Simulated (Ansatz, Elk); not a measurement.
# How Ba2PF (model structure) absorbs and reflects light, part 2 of 3

Aim: the dielectric function of Ba2PF (model structure), and the optical constants that follow from it. The cell was made here by substitution or stacking, whether or not such a phase is known. It was built so: All Cl replaced by F and N replaced by P in the R-3m structure of Ba2NCl. The cell is first relaxed with Ansatz.

Elk 11.2.3 (patched build); DFT, PBE, all-electron APW+lo, Dirac cores, scalar-relativistic bands, independent-particle optical response without local fields.

So far: The structure; Relaxation.

### Step 3. Ground state

The self-consistent density comes first; it also tells whether there is a gap, which decides the occupations and the need for a Drude term.

This step: DFT, PBE, all-electron APW+lo, Dirac cores, scalar-relativistic bands, ground state (Elk 11.2.3 (patched build)).

The input, elk.in:

```
tasks
  0
  120

xctype
  20

nempty
  14

lorbcnd
  .true.

rgkmax
  7.0

swidth
  0.0018375

maxscl
  100

epsengy
  1e-05

sppath
  './'

avec
  4.262467898847 2.460936988780 12.849335537145
  -4.262467898847 2.460936988780 12.849335537145
  0.000000000000 -4.921873977655 12.849335537127

atoms
  3
  'Ba.in'
  2
  0.748134231900 0.748134231900 0.748134231900   0.000 0.000 0.000
  0.251865768100 0.251865768100 0.251865768100   0.000 0.000 0.000
  'P.in'
  1
  0.500000000000 0.500000000000 0.500000000000   0.000 0.000 0.000
  'F.in'
  1
  0.000000000000 0.000000000000 0.000000000000   0.000 0.000 0.000

ngridk
  8 8 8
```

Command:

```console
OMP_NUM_THREADS=4 elk
```

The log of the run:

```text
┌─────────────────────────┐
│ Elk code version 11.2.3 │
└─────────────────────────┘

All units are atomic (Hartree, Bohr, etc.)

┌─────────────────────────────────────────────────┐
│ Ground-state run starting from atomic densities │
└─────────────────────────────────────────────────┘

Lattice vectors :
   4.262467899       2.460936989       12.84933554
  -4.262467899       2.460936989       12.84933554
   0.000000000      -4.921873978       12.84933554

Reciprocal lattice vectors :
  0.7370360852      0.4255279822      0.1629963741
 -0.7370360852      0.4255279822      0.1629963741
 -0.1248719166E-16 -0.8510559644      0.1629963741

Unit cell volume      :    808.7113451
Brillouin zone volume :   0.3067228065

Muffin-tin inner radius fraction :   0.1000000000E-01

Nuclei treated as point charges

Species : 1 (Ba)
 parameters loaded from : Ba.in
 name : barium
 nuclear charge    :   -56.00000000
 electronic charge :    56.00000000
 atomic mass :    250331.8071
 muffin-tin radius :    2.800000000
 number of radial points in muffin-tin :   1393
 inner part over the whole radius :   0.9950032293E-02
 number on inner part of muffin-tin    :    996
 approximate nuclear radius :   0.9171481901E-04
 number of mesh points to nuclear radius :    504
 atomic positions (lattice), magnetic fields (Cartesian) :
  1 :   0.24813423  0.24813423  0.24813423    0.00000000  0.00000000  0.00000000
  2 :  -0.24813423 -0.24813423 -0.24813423    0.00000000  0.00000000  0.00000000

Species : 2 (P)
 parameters loaded from : P.in
 name : phosphorus
 nuclear charge    :   -15.00000000
 electronic charge :    15.00000000
 atomic mass :    56461.71230
 muffin-tin radius :    2.200000000
 number of radial points in muffin-tin :    793
 inner part over the whole radius :   0.9987340520E-02
 number on inner part of muffin-tin    :    554
 approximate nuclear radius :   0.6081821256E-04
 number of mesh points to nuclear radius :    248
 atomic positions (lattice), magnetic fields (Cartesian) :
  1 :   0.00000000  0.00000000  0.00000000    0.00000000  0.00000000  0.00000000

Species : 3 (F)
 parameters loaded from : F.in
 name : fluorine
 nuclear charge    :   -9.000000000
 electronic charge :    9.000000000
 atomic mass :    34631.97045
 muffin-tin radius :    2.000000000
 number of radial points in muffin-tin :    593
 inner part over the whole radius :   0.9949055222E-02
 number on inner part of muffin-tin    :    410
 approximate nuclear radius :   0.5278478738E-04
 number of mesh points to nuclear radius :    175
 atomic positions (lattice), magnetic fields (Cartesian) :
  1 :   0.50000000  0.50000000  0.50000000    0.00000000  0.00000000  0.00000000

Total number of atoms per unit cell :    4
Total muffin-tin volume :    262.0172049
 ratio of muffin-tin to unit cell volume :   0.3239934823

Spin treatment :
 spin-unpolarised

Number of Bravais lattice symmetries :   12
Number of crystal symmetries         :   12
Crystal has inversion symmetry
Real symmetric eigensolver will be used

k-point grid :      8     8     8
k-point offset :    0.000000000       0.000000000       0.000000000
k-point set is reduced with full crystal symmetry group
Total number of k-points :       65

Muffin-tin radius times maximum |G+k| :    7.000000000
 using average radius
Maximum |G+k| for APW functions       :    2.857142857
Maximum (1/2)|G+k|²                   :    4.081632653
Maximum |G| for potential and density :    12.00000000
Constant for pseudocharge density :    8
 order of it for each species :   15  15  15
 order of it for pair densities of each species (exact exchange by exxq0 0: 15) :   13   7   5
Radial integration step length :    1

G-vector grid sizes :     54    54    54
Number of G-vectors :    23557

Maximum angular momentum used for
 APW functions            :    8
 outer part of muffin-tin :    6
 inner part of muffin-tin :    2

Total nuclear charge    :   -136.0000000
Total core charge       :    84.00000000
Total valence charge    :    52.00000000
Total excess charge     :    0.000000000
Total electronic charge :    136.0000000

Effective Wigner radius, rₛ :    1.123885339

Number of empty states         :     56
Total number of valence states :     83
Total number of core states    :     84

Conduction state local-orbitals added automatically
Third-order local-orbitals added for an l without core states : F
Total number of local-orbitals :    245

Exchange-correlation functional :     20     0     0
 Perdew-Burke-Ernzerhof, Phys. Rev. Lett. 77, 3865 (1996)
 gradient requirement :    1
 generalised gradient approximation (GGA)

Smearing type :    3
 Fermi-Dirac
Smearing width :   0.1837500000E-02
Effective electronic temperature (K) :    580.2366081

Mixing type :    3
 Broyden mixing, J. Phys. A: Math. Gen. 17, L317 (1984)

Kohn-Sham potential initialised from atomic data

┌──────────────────────────────┐
│ Self-consistent loop started │
└──────────────────────────────┘

┌─────────────────┐
│ Loop number : 1 │
└─────────────────┘

Energies :
 Fermi                       :     0.543139E-01
 sum of occupied eigenvalues :     -10276.210038240
 electron kinetic            :      17820.598392780
 core electron kinetic       :      17256.633896528
 Coulomb                     :     -34111.792532803
 Coulomb potential           :     -27523.118907502
 nuclear-nuclear             :     -1408.3295754242
 electron-nuclear            :     -37904.486643705
 Hartree                     :      5201.0236863270
 Madelung                    :     -20350.233079052
 xc potential                :     -573.68952351792
 exchange                    :     -423.76483585338
 correlation                 :     -6.987836
 electron entropic           :    -0.456260E-11
 total energy                :     -16721.946812228

Density of states at Fermi energy :   0.5448779419E-07
 (states/Hartree/unit cell)

Estimated indirect band gap :   0.9054495863E-01
 from k-point 20 to k-point 21
Estimated direct band gap   :   0.9063102931E-01
 at k-point 21

Charges :
 core                        :    84.00000000
 valence                     :    52.00000000
 interstitial                :    5.949143108
 muffin-tins (core leakage)
  species : 1 (Ba)
   atom 1                    :    53.54065459     (  0.5120471307E-05)
   atom 2                    :    53.54065459     (  0.5120471307E-05)
  species : 2 (P)
   atom 1                    :    13.81271871     (  0.3075214564E-03)
  species : 3 (F)
   atom 1                    :    9.156828991     ( -0.2954245462E-06)
 total in muffin-tins        :    130.0508569
 total calculated charge     :    135.9991291
 total charge                :    136.0000000
 error                       :   0.8708728531E-03

┌─────────────────┐
│ Loop number : 2 │
└─────────────────┘

Energies :
 Fermi                       :     0.565610E-01
 sum of occupied eigenvalues :     -10276.097014386
 electron kinetic            :      17820.074858171
 core electron kinetic       :      17256.300470386
 Coulomb                     :     -34111.765764492
 Coulomb potential           :     -27523.052558372
 nuclear-nuclear             :     -1408.3295754242
 electron-nuclear            :     -37904.497727708
 Hartree                     :      5201.0615386396
 Madelung                    :     -20350.239485306
 xc potential                :     -573.11931418548
 exchange                    :     -423.75607493295
 correlation                 :     -6.987909
 electron entropic           :    -0.456933E-11
 total energy                :     -16722.434889852

Density of states at Fermi energy :   0.5452055726E-07
 (states/Hartree/unit cell)

Estimated indirect band gap :   0.8946556435E-01
 from k-point 20 to k-point 21
Estimated direct band gap   :   0.8954351115E-01
 at k-point 21

Charges :
 core                        :    84.00000000
 valence                     :    52.00000000
 interstitial                :    5.959619107
 muffin-tins (core leakage)
  species : 1 (Ba)
   atom 1                    :    53.54406286     (  0.5118268170E-05)
   atom 2                    :    53.54406286     (  0.5118268170E-05)
  species : 2 (P)
   atom 1                    :    13.80061307     (  0.3079419083E-03)
  species : 3 (F)
   atom 1                    :    9.151642105     ( -0.2954243827E-06)
 total in muffin-tins        :    130.0403809
 total calculated charge     :    135.9991314
 total charge                :    136.0000000
 error                       :   0.8686048333E-03

RMS change in Kohn-Sham potential (target) :   0.6061047439     (  0.1000000000E-05)
Absolute change in total energy (target)   :   0.4880776240     (  0.1000000000E-04)

[... 14 loops left out ...]

┌──────────────────┐
│ Loop number : 17 │
└──────────────────┘

Energies :
 Fermi                       :     0.202620
 sum of occupied eigenvalues :     -10261.509087217
 electron kinetic            :      17819.579308052
 core electron kinetic       :      17255.818253356
 Coulomb                     :     -34110.095296977
 Coulomb potential           :     -27519.534714923
 nuclear-nuclear             :     -1408.3295754242
 electron-nuclear            :     -37904.457808408
 Hartree                     :      5202.6920868551
 Madelung                    :     -20350.327939515
 xc potential                :     -561.55368034624
 exchange                    :     -423.43016858554
 correlation                 :     -6.992161
 electron entropic           :    -0.501439E-07
 total energy                :     -16720.938318859

Density of states at Fermi energy :   0.1119840034E-02
 (states/Hartree/unit cell)

Estimated indirect band gap :   0.4190872115E-01
 from k-point 25 to k-point 21
Estimated direct band gap   :   0.4360354834E-01
 at k-point 21

Charges :
 core                        :    84.00000000
 valence                     :    52.00000000
 interstitial                :    6.321343943
 muffin-tins (core leakage)
  species : 1 (Ba)
   atom 1                    :    53.70398722     (  0.5056863245E-05)
   atom 2                    :    53.70398722     (  0.5056863245E-05)
  species : 2 (P)
   atom 1                    :    13.33102048     (  0.3117280372E-03)
  species : 3 (F)
   atom 1                    :    8.939661145     ( -0.2954233320E-06)
 total in muffin-tins        :    129.6786561
 total calculated charge     :    135.9992882
 total charge                :    136.0000000
 error                       :   0.7118019666E-03

RMS change in Kohn-Sham potential (target) :   0.4152198591E-07 (  0.1000000000E-05)
Absolute change in total energy (target)   :   0.8467130101E-05 (  0.1000000000E-04)

Convergence targets achieved

┌──────────────────┐
│ Loop number : 18 │
└──────────────────┘

Energies :
 Fermi                       :     0.202620
 sum of occupied eigenvalues :     -10261.509087417
 electron kinetic            :      17819.579307648
 core electron kinetic       :      17255.818252725
 Coulomb                     :     -34110.095297154
 Coulomb potential           :     -27519.534714467
 nuclear-nuclear             :     -1408.3295754242
 electron-nuclear            :     -37904.457809207
 Hartree                     :      5202.6920874762
 Madelung                    :     -20350.327939921
 xc potential                :     -561.55368059875
 exchange                    :     -423.43016860516
 correlation                 :     -6.992161
 electron entropic           :    -0.501439E-07
 total energy                :     -16720.938319459

Density of states at Fermi energy :   0.1119838610E-02
 (states/Hartree/unit cell)

Estimated indirect band gap :   0.4190872600E-01
 from k-point 25 to k-point 21
Estimated direct band gap   :   0.4360355345E-01
 at k-point 21

Charges :
 core                        :    84.00000000
 valence                     :    52.00000000
 interstitial                :    6.321343920
 muffin-tins (core leakage)
  species : 1 (Ba)
   atom 1                    :    53.70398723     (  0.5056862420E-05)
   atom 2                    :    53.70398723     (  0.5056862420E-05)
  species : 2 (P)
   atom 1                    :    13.33102049     (  0.3117280290E-03)
  species : 3 (F)
   atom 1                    :    8.939661130     ( -0.2954232352E-06)
 total in muffin-tins        :    129.6786561
 total calculated charge     :    135.9992882
 total charge                :    136.0000000
 error                       :   0.7118018951E-03

┌──────────────────────────────┐
│ Self-consistent loop stopped │
└──────────────────────────────┘

Warning : core states of species 2 leak from the muffin-tin :   0.3117280290E-03

Wrote STATE.OUT
```

It took 50 s on 4 threads of Arm Neoverse V2, shared host; peak memory 0.29 GiB; 3 min of CPU time.

This step gave:

- total energy: -16721 Ha
- Fermi energy: 5.514 eV
- DOS at the Fermi level: 4.12e-5 states/eV/cell
- gap on the k-mesh: 1.140 eV
- direct gap on the mesh: 1.187 eV

There is a gap, 1.14 eV on this mesh (points off the mesh can give less), so no carriers' term is needed.

[end of part 2 of 3]

[Long decimals in the printed logs are rounded to 6 places.]

[Machine, clock and banner lines and Python warnings are left out of the logs.]

[Logs are printed without paths, hosts, clocks, repeated set-up lines and the standing remarks that a program may print on its own settings, such as how far it seeks lower states.]

[Hosts, paths, dates, database ids (printed as entryN), source tags and the programs' standing remarks are cut or masked in the printed files.]

[Where Elk ran, warnings of its patched build on accuracy (core leakage, angular cutoffs, spin-orbit splittings, empty states, lower magnetic states) are left out.]

[Where the starting crystal was built by hand or by swapping elements, it need not be the compound's stable phase.]

[The count of steps not shown may lack steps that the program refused or didn't finish.]
